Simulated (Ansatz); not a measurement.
# Changed inputs in constrained RPA: TcBr2 (1T sheet), part 2 of 2

Aim: hold the target of a cRPA run on TcBr2 (1T sheet) and move one thing at a time.

Ansatz 0.2.0; constrained RPA on LDA, plane waves, PAW.

So far. Step 4 (Changed: 3×3×1 mesh): On the Tc t2g shell, screening brings the on-site interaction from 12.1 eV down to U = 3.24 eV. Step 6 (Changed: accuracy high): On the Tc t2g shell, screening brings the on-site interaction from 11.7 eV down to U = 2.72 eV.

### 7. Changed: spin-orbit coupling, which the program doesn't serve

This step: constrained RPA on LDA with spin-orbit coupling, plane waves, PAW.

Contents of input.yaml:

```yaml
crystal:
  lattice:
    - [-2.40671528, 0.0, -2.40671528]
    - [0.0, 2.40671528, 2.40671528]
    - [17.46662, 17.46662, -17.46662]
  atoms:
    - { symbol: Tc, position: [0.0, 0.0, 0.3177617107] }
    - { symbol: Br, position: [0.3333333333, 0.6666666667, 0.3703525046] }
    - { symbol: Br, position: [0.6666666667, 0.3333333333, 0.2651709169] }
  periodic: [true, true, false]
kpoints:
  mp_grid: { grid: [12, 12, 1] }
hamiltonian:
  xc: lda
scf:
  occupations: { method: gaussian, width: 0.08 }
  n_extra_bands: 19
  max_iter: 150
  lower_state_search: "off"
magnetization:
  noncollinear: true
  spin_orbit: true
output:
  crpa:
    kmesh: [6, 6, 1]
    target_bands: [v3, v1]
    projections: [{ species: Tc, l: d, shell: 4, orbitals: [dxz, dyz, dxy] }]
```

Command:

```console
$ ansatz run input.yaml --threads 4 --pin off --max-ram 14745MiB --backend cpu --events-out ev --progress --plain --runs-dir out
```

Numbers of over 12 decimals in the logs are rounded to 6 here.

Log:

```text
Error: output.crpa with magnetization.noncollinear: true — the cRPA pipeline runs scalar-band solve channels only (unpolarised or collinear) — spinor oscillator elements are not implemented; use a collinear or unpolarised deck, or drop the output.crpa: request
```

Elapsed: 0.03 s, on 4 threads of Arm Neoverse V1, shared host; peak memory 0.034 GiB.

The input was rejected at the start.

The program's message: “Error: output.crpa with magnetization.noncollinear: true — the cRPA pipeline runs scalar-band solve channels only (unpolarised or collinear) — spinor oscillator elements are not implemented; use a col …”

The fault put into this input: spin-orbit coupling, which the program doesn't serve.

### 8. Changed: potentials

This step: constrained RPA on LDA, plane waves, PAW.

Edit input.yaml of step 7 so:

```diff
@@ -14,2 +14,3 @@
   xc: lda
+  pseudopotentials: { kind: paw, source: ansatz }
 scf:
@@ -19,5 +20,2 @@
   lower_state_search: "off"
-magnetization:
-  noncollinear: true
-  spin_orbit: true
 output:
```

Log:

```text
[...]
Crystal: 3 atoms, lattice volume = 303.515 Å³
Basis set: ecut = 680 eV, 12243 PW (Γ)
Bands: 44, of which v1, the nominal top of the filled ones, is band 25 counted from 1 (24 counted from 0)
Symmetry: 12 space group operations
[...]
k-points: 19 of 144
[...]
bands read: the sum over 50 bands ends inside a degenerate multiplet in 2 slots, whose members it reads at an even weight; the widest, k=14: bands 50 to 51 (counted from 1) at 1/2 each
  χ-basis size per q: N_G = 1084..1119
[...]
Site 0, 4D, 3 of 5 d orbitals (Wannier functions 1, 2, 3; wannier90's mr 2, 3, 5):
      screened: U = 2.7274 eV, U' = 2.1015 eV, J = 0.2904 eV
      screened, to within: U = 6.1e-3 eV, U' = 6.1e-3 eV, J = 6.6e-4 eV
      bare: V = 11.7286 eV, V' = 10.8189 eV, J = 0.4291 eV
[...]
[key lines of the parts left out:]
SCF converged after 9 iterations
Free energy (F): -17376.238143 eV
Fermi energy:    -3.953014 eV
```

Run time: 8.2 min. Hardware: 4 threads; peak memory 3.1 GiB.

Numbers from this step:

| Quantity | Value |
| --- | --- |
| U | 2.727 eV |
| U prime (inter-orbital) | 2.102 eV |
| J | 0.2904 eV |
| bare V | 11.73 eV |
| bare J | 0.4291 eV |
| stated bound on U | 0.006057 eV |
| U over bare V | 0.2325 |
| electrons in the window | 5.000 |
| head of the constrained inverse dielectric matrix | 0.5365 |
| least eigenvalue of the projection's overlap | 0.7060 |
| target functions | 3 |
| bands in the sums | 50 |
| width of the target bands | 2.875 eV |
| weight of the projected orbitals in the window | 0.8586 |

On the Tc t2g shell, screening brings the on-site interaction from 11.7 eV down to U = 2.73 eV.

### 9. Changed: r2SCAN

This step: constrained RPA on r2SCAN, plane waves, PAW.

Edit input.yaml of step 8 so:

```diff
@@ -13,4 +13,3 @@
 hamiltonian:
-  xc: lda
-  pseudopotentials: { kind: paw, source: ansatz }
+  xc: r2scan
 scf:
```

Log:

```text
[...]
Crystal: 3 atoms, lattice volume = 303.515 Å³
Basis set: ecut = 500 eV, 7755 PW (Γ), exchange–correlation on 100×100×900 points (64 copies of the dense FFT grid, shifted against one another)
Bands: 34, of which v1, the nominal top of the filled ones, is band 15 counted from 1 (14 counted from 0)
Symmetry: 12 space group operations
[...]
k-points: 19 of 144
[...]
the weakly bound empty levels are not read free of the cell's end (no_gap_told)
[...]
χ-basis size per q: N_G = 1084..1119
[...]
Site 0, 4D, 3 of 5 d orbitals (Wannier functions 1, 2, 3; wannier90's mr 2, 3, 5):
      screened: U = 3.4401 eV, U' = 2.7655 eV, J = 0.3165 eV
      screened, to within: U = 1.2e-2 eV, U' = 1.2e-2 eV, J = 8.2e-4 eV
      bare: V = 12.1392 eV, V' = 11.1926 eV, J = 0.4534 eV
[...]
[key lines of the parts left out:]
SCF converged after 9 iterations
Free energy (F): -10995.316837 eV
Fermi energy:    -3.989060 eV
```

Run time: 3.2 min. Hardware: 4 threads; peak memory 2.2 GiB; 12 min of CPU time.

This step gave:

| Quantity | Value |
| --- | --- |
| U | 3.440 eV |
| U prime (inter-orbital) | 2.766 eV |
| J | 0.3165 eV |
| bare V | 12.14 eV |
| bare J | 0.4534 eV |
| stated bound on U | 0.01124 eV |
| U over bare V | 0.2834 |
| electrons in the window | 5.000 |
| head of the constrained inverse dielectric matrix | 0.6145 |
| least eigenvalue of the projection's overlap | 0.7132 |
| target functions | 3 |
| bands in the sums | 30 |
| width of the target bands | 2.837 eV |
| weight of the projected orbitals in the window | 0.8599 |

On the Tc t2g shell, screening brings the on-site interaction from 12.1 eV down to U = 3.44 eV.

### 10. Side by side

Times are wall times on 4 threads of Arm Neoverse V1, shared host, good to a factor of about two.

| run | bare V (eV) | U (eV) | J (eV) | bound on U (eV) | width (eV) | time |
| --- | --- | --- | --- | --- | --- | --- |
| target window | 11.73 | 2.720 | 0.290 | 0.0073 | 2.87 | 2.5 min |
| 9×9×1 mesh | 11.67 | 2.694 | 0.289 | 0.0074 | 2.87 | 6.2 min |
| 3×3×1 mesh | 12.11 | 3.241 | 0.300 | 0.0090 | 2.87 | 40 s |
| accuracy high | 11.73 | 2.721 | 0.291 | 0.0004 | 2.87 | 3.8 min |
| potentials | 11.73 | 2.727 | 0.290 | 0.0061 | 2.87 | 8.2 min |
| r2SCAN | 12.14 | 3.440 | 0.317 | 0.0112 | 2.84 | 3.2 min |

### 11. What came out

```
target window : U 2.72 eV, J 0.29 eV
9×9×1 mesh    : U 2.69 eV, J 0.29 eV
3×3×1 mesh    : U 3.24 eV, J 0.30 eV
accuracy high : U 2.72 eV, J 0.29 eV
potentials    : U 2.73 eV, J 0.29 eV
r2SCAN        : U 3.44 eV, J 0.32 eV
```

9×9×1 mesh moves U by −0.03 eV at 2.5 times the time. 3×3×1 mesh moves U by +0.52 eV at 0.27 times the time. Accuracy high moves U by +0.001 eV (within the solver's bounds, for the mean over orbitals). Potentials moves U by +0.01 eV (within the solver's bounds, for the mean over orbitals) at 3.3 times the time. r2SCAN moves U by +0.72 eV. The printed bound covers the solver alone, not the mesh. The parent state is non-magnetic and the interaction static (zero frequency); U depends on the window and the orbitals, so it belongs to this model alone.

[Paths, hosts, dates, memory and timing lines, banners, echoed tables and standing remarks are left out of the program output.]

[Logs are printed without paths, hosts, clocks, repeated set-up lines and the standing remarks that a program may print on its own settings, such as how far it seeks lower states.]

[Runs of the session that timed out or met a known fault of the program may be left out.]

[Hosts, paths, dates, database ids (printed as entryN), source tags and the programs' standing remarks are cut or masked in the printed files.]
